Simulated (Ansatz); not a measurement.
# A hypothetical structure for FeNiAs2, part 2 of 2

This structure for FeNiAs2 is made up. Its elements were placed in a known structure type with a cell scaled to their sizes. What cell does the guess relax to, and how far off was it?

Ansatz 0.2.0; DFT, PBEsol, plane-wave PAW, files of the set soft_1, scalar-relativistic, ferromagnetic start, cell and ions relaxed at zero pressure; PAW set soft_1 (the session's first sound run).

So far: The structure; Relaxing cell and atoms. The relaxed cell has a = 3.536, c = 4.989 Å (conventional setting).

## Step 3: Electronic structure of the relaxed cell

With the geometry fixed, one more self-consistent run, with a narrower smearing and the mesh shown in its input, gives the bands, and its pressure, and its forces where symmetry allows any, show how far the geometry depends on these settings.

This step: DFT, PBEsol, plane-wave PAW, files of the set soft_1, scalar-relativistic, no spin, bands and density of states at the relaxed cell; PAW set soft_1 (Ansatz 0.2.0).

input.yaml

```yaml
crystal:
  lattice:
    - [3.5363008262, 0.0, 0.0]
    - [-1.7681504131, 3.0625263509, 0.0]
    - [0.0, 0.0, 4.9891202959]
  atoms:
    - { symbol: As, position: [0.6666666667, 0.3333333333, 0.7407210996] }
    - { symbol: As, position: [0.3333333333, 0.6666666667, 0.2592789004] }
    - { symbol: Ni, position: [0.0, 0.0, 0.0] }
    - { symbol: Fe, position: [0.0, 0.0, 0.5] }
kpoints:
  mp_grid: { grid: [10, 10, 6] }
  band_path:
    path:
      - [[0.0, 0.0, 0.0], [0.5, 0.0, 0.0], [0.33333333, 0.33333333, 0.0], [0.0, 0.0, 0.0], [0.0, 0.0, 0.5], [0.5, 0.0, 0.5], [0.33333333, 0.33333333, 0.5], [0.0, 0.0, 0.5]]
      - [[0.5, 0.0, 0.5], [0.5, 0.0, 0.0]]
      - [[0.33333333, 0.33333333, 0.0], [0.33333333, 0.33333333, 0.5]]
    npoints: 8
scf:
  occupations: { method: fermi_dirac, width: 0.03 }
  n_extra_bands: 8
hamiltonian:
  xc: pbesol
  pseudopotentials: { kind: paw, azcp: { folder: soft_1 }, xc_functional: pbe }
output:
  forces: true
  stress: true
  write_bands: true
  dos: { projected: true }
  write_density: true
  write_potential: true
  elf: true
  volumetric_format: npy
```

On the command line:

```console
$ ansatz run input.yaml --threads 4 --pin off --max-ram 8192MiB --backend cpu --events-out ev --progress --plain --runs-dir out
```

Numbers of over 12 decimals in the logs are rounded to 6 here.

The program printed:

```text
[...]
Crystal: 4 atoms, lattice volume = 54.032 Å³
Basis set: ecut = 420 eV, 1043 PW (Γ), exchange–correlation on 48×48×72 points (8 copies of the dense FFT grid, shifted against one another)
Bands: 40, of which v1, the nominal top of the filled ones, is band 32 counted from 1 (31 counted from 0)
Symmetry: 12 space group operations
[...]
k-points: 72 of 600
[...]
SCF iter   1: F=—  HF=-19885.632295 eV  |F-HF|=—  |Δ(HF+E_count)|=         —  Δρ=2.38e-1  dr2=3.67e1  ethr=3.10e-3  ⟨swp⟩=5.2  Hψ=10422  notcnv=0
[...]
SCF iter  12: F=-19880.946190 eV  HF=-19880.946190 eV  |F-HF|=1.93e-8  |Δ(HF+E_count)|=   3.38e-8  Δρ=9.60e-6  dr2=2.80e-8  ethr=1.56e-10  ⟨swp⟩=6.8  Hψ=20021  notcnv=0
SCF 1 converged in 12 iterations: F = -19880.946190 eV  dr2 = 2.80e-8
[...]
NSCF: frozen V_eff on 75 k-points
SCF converged after 12 iterations
Free energy (F): -19880.946190 eV
[...]
Internal energy: -19880.937325 eV  (E = F + TS)
E sigma→0 (E₀):  -19880.941757 eV
Entropy (-TS):   -0.008866 eV (-2.216 meV/atom)
Fermi energy:    16.054057 eV
[...]
--- Forces (eV/Å), atoms counted from 1 ---
  atom   1  As    -0.00000000     0.00000000     0.01401890
  atom   2  As    -0.00000000    -0.00000000    -0.01401890
  atom   3  Ni     0.00000000    -0.00000000     0.00000000
  atom   4  Fe    -0.00000000     0.00000000     0.00000000
  max |Σ_I F_I| component: 2.31e-18 eV/Å
--- Stress (GPa, compression-positive) ---
       -0.058973       0.000000       0.000000
       -0.000000      -0.058973      -0.000000
        0.000000      -0.000000       0.191875
  P = ⅓ Tr σ = 0.0246 GPa (0.246 kbar)
--- Band table (eV; the first three rows and the last of 72) ---
  k-point 0: bands = [... 28 lower, 15.4049, 15.4049, 16.8470, 16.8470, 16.9515, 19.0195, 19.9298, 19.9298, ... 4 higher]
  k-point 1: bands = [... 28 lower, 15.2014, 15.2014, 16.6703, 17.2857, 17.2857, 18.3609, 19.8664, 19.8664, ... 4 higher]
  k-point 2: bands = [... 28 lower, 14.9286, 14.9286, 16.0438, 17.0871, 18.0563, 18.0563, 19.6740, 19.6740, ... 4 higher]
  k-point 71: bands = [... 28 lower, 14.1165, 14.9073, 15.2180, 15.3697, 15.8252, 15.9837, 20.1056, 20.2968, ... 4 higher]
```

It took 5.8 s on 4 threads of Arm Neoverse V1, shared host; peak memory 0.47 GiB; 22 s of CPU time.

This step gave:

```yaml
free_energy: -19880.9462 eV
energy_at_zero_smearing: -19880.9418 eV
smearing_term_ts: 0.008866 eV
fermi_energy: 16.05 eV
pressure: 0.02464 GPa
```

From bands.tsv, the bands that come nearest the Fermi level along the path, at its corners, in eV from the Fermi level:

| point | band 29 | band 30 | band 31 | band 32 | band 33 | band 34 | band 35 | band 36 |
| --- | --- | --- | --- | --- | --- | --- | --- | --- |
| Γ | -0.65 | -0.65 | 0.79 | 0.79 | 0.90 | 2.97 | 3.88 | 3.88 |
| M | -1.92 | -1.25 | -1.14 | -0.50 | -0.48 | 0.55 | 2.34 | 4.56 |
| K | -1.66 | -1.05 | -1.05 | -0.90 | 0.29 | 0.29 | 1.47 | 1.47 |
| Γ | -0.65 | -0.65 | 0.79 | 0.79 | 0.90 | 2.97 | 3.88 | 3.88 |
| A | -1.25 | -1.25 | -0.51 | 0.46 | 2.44 | 2.44 | 3.43 | 3.43 |
| L | -1.87 | -1.28 | -0.64 | -0.58 | 0.37 | 1.56 | 1.88 | 3.12 |
| H | -1.94 | -1.18 | -0.75 | -0.75 | -0.19 | -0.19 | 4.25 | 4.25 |
| A | -1.25 | -1.25 | -0.51 | 0.46 | 2.44 | 2.44 | 3.43 | 3.43 |
| L | -1.87 | -1.28 | -0.64 | -0.58 | 0.37 | 1.56 | 1.88 | 3.12 |
| M | -1.92 | -1.25 | -1.14 | -0.50 | -0.48 | 0.55 | 2.34 | 4.56 |
| K | -1.66 | -1.05 | -1.05 | -0.90 | 0.29 | 0.29 | 1.47 | 1.47 |
| H | -1.94 | -1.18 | -0.75 | -0.75 | -0.19 | -0.19 | 4.25 | 4.25 |

States per cell as run, both spins, in windows of 1 eV, from dos.tsv (zero at the Fermi level):

```
from  to  total
  -8  -7   0.02
  -7  -6   1.77
  -6  -5   1.66
  -5  -4   2.70
  -4  -3   5.04
  -3  -2   3.39
  -2  -1   5.08
  -1   0   4.36
   0   1   2.64
   1   2   1.46
   2   3   2.03
   3   4   1.79
   4   5   0.15
   5   6   1.26
```

Below -8 eV lie 40.0 more states.

ELF in the ac plane at fractional y = 0.000, with atoms of Ni and Fe within 0.2 Å of it. It is the smooth field of the valence electrons, not physical close to the nuclei.

Values, 19 rows by 14 columns, each cell a mean:
```
0.89 0.72 0.37 0.20 0.19 0.26 0.29 0.29 0.28 0.25 0.18 0.22 0.43 0.78
0.50 0.38 0.23 0.18 0.25 0.35 0.38 0.39 0.38 0.33 0.22 0.18 0.25 0.41
0.21 0.19 0.17 0.22 0.36 0.45 0.47 0.47 0.47 0.44 0.32 0.20 0.17 0.19
0.20 0.21 0.25 0.36 0.48 0.52 0.52 0.51 0.52 0.52 0.46 0.32 0.24 0.20
0.24 0.25 0.30 0.41 0.52 0.55 0.53 0.52 0.54 0.55 0.50 0.38 0.29 0.25
0.17 0.17 0.21 0.33 0.48 0.54 0.53 0.52 0.53 0.54 0.45 0.29 0.20 0.17
0.30 0.25 0.20 0.22 0.36 0.47 0.49 0.49 0.49 0.46 0.32 0.20 0.21 0.26
0.60 0.49 0.32 0.21 0.25 0.36 0.41 0.41 0.40 0.34 0.22 0.22 0.35 0.52
0.85 0.70 0.43 0.24 0.20 0.27 0.32 0.32 0.31 0.26 0.19 0.27 0.48 0.75
0.89 0.74 0.45 0.25 0.19 0.26 0.30 0.31 0.30 0.25 0.19 0.28 0.50 0.79
0.67 0.54 0.34 0.22 0.23 0.34 0.39 0.39 0.38 0.32 0.21 0.24 0.38 0.58
0.36 0.30 0.22 0.21 0.33 0.45 0.48 0.48 0.48 0.43 0.29 0.20 0.23 0.32
0.18 0.17 0.18 0.29 0.46 0.53 0.53 0.52 0.53 0.52 0.42 0.25 0.18 0.17
0.23 0.24 0.29 0.41 0.52 0.55 0.53 0.52 0.54 0.55 0.50 0.37 0.27 0.23
0.22 0.23 0.27 0.38 0.49 0.53 0.52 0.51 0.52 0.53 0.47 0.35 0.26 0.23
0.18 0.17 0.18 0.26 0.40 0.48 0.49 0.48 0.49 0.47 0.37 0.23 0.18 0.18
0.41 0.32 0.21 0.18 0.27 0.37 0.40 0.41 0.40 0.35 0.24 0.18 0.23 0.34
0.83 0.65 0.34 0.19 0.20 0.27 0.30 0.31 0.30 0.26 0.19 0.21 0.39 0.71
0.96 0.84 0.45 0.20 0.18 0.23 0.25 0.25 0.25 0.22 0.18 0.24 0.53 0.90
```
Columns run along a (3.5 Å), rows up along c (5.0 Å). Atoms in or near the plane, at fractional coordinates: Ni at (0.00, 0.00), Fe at (0.00, 0.50).

Electrostatic potential energy in the ac plane at fractional y = 0.000, with atoms of Ni and Fe within 0.2 Å of it. With pseudopotentials it is smooth inside the atoms' cores, unlike the true potential.

Ten even steps from '0' (-39 eV) to '9' (17 eV), each cell a mean:
```
98569999998568
65579999999756
56799999999876
89999988899998
99999988899999
78999988899988
34689999999864
01369999998620
00158999998410
00158999998400
00269999998520
23589999999753
67899988899987
99999988899999
89999988899999
67899999999986
65589999999755
97569999998668
99668999998579
```
Columns run along a (3.5 Å; values clipped at the 3rd and 97th percentile), rows up along c (5.0 Å). Atoms in or near the plane, at fractional coordinates: Ni at (0.00, 0.00), Fe at (0.00, 0.50).

Valence density in the ac plane at fractional y = 0.000, with atoms of Ni and Fe within 0.2 Å of it. It is the smooth field of the valence electrons, not physical close to the nuclei.

Ten steps, logarithmic in the rise over the least value, from '_' (0 e/Å³) to '@' (55 e/Å³), each cell a mean:
```
%%##++::______________::++%%
**++--..______________..--++
::::..__________________..::
____________________________
____________________________
..__________________________
--::..________________....--
**++--..______________::==**
%%##++::______________--++##
%%##++::____________..--**##
##**==..______________::==**
==--::..______________..::==
....______________________..
____________________________
____________________________
....____________________....
++==::..______________..--==
%%##==..______________::++##
@@%%++::______________--**@@
```
Columns run along a (3.5 Å), rows up along c (5.0 Å). Atoms in or near the plane, at fractional coordinates: Ni at (0.00, 0.00), Fe at (0.00, 0.50).

## Step 4: Summary of results

| Quantity | Value |
| --- | --- |
| space group, relaxed | P-3m1 |
| conventional cell | a = 3.536, b = 3.536, c = 4.989 Å; α = 90.0°, β = 90.0°, γ = 120.0° |
| volume per atom | 13.51 Å³ (guess 14.00) |
| total moment | 0.00 μB in the cell of 4 atoms |

What this shows: FeNiAs2 relaxes to P-3m1 with a = 3.536, b = 3.536 and c = 4.989 Å. The guessed volume was 4 % too large. The space group P-3m1 was held in the relaxation, so the end point is a stationary structure within it and may be a saddle against distortions or other arrangements. The moments died out from this one start and weren't seeded again at the relaxed cell. Bands cross the Fermi level, so it is a metal or semimetal at this level. On the 10×10×6 mesh with the narrower smearing (relaxed on 8×8×6) the largest force component is 0.014 eV/Å and the largest stress component is 0.192 GPa, against the relaxation's thresholds of 0.015 eV/Å and 0.05 GPa. The cutoff wasn't tested. No dispersion term is used, so weakly bound directions may come out too long. Nothing here tests whether the compound is stable against decomposition.

[Logs are printed without paths, hosts, clocks, repeated set-up lines and the standing remarks that a program may print on its own settings, such as how far it seeks lower states.]

[Hosts, paths, dates, database ids (printed as entryN), source tags and the programs' standing remarks are cut or masked in the printed files.]
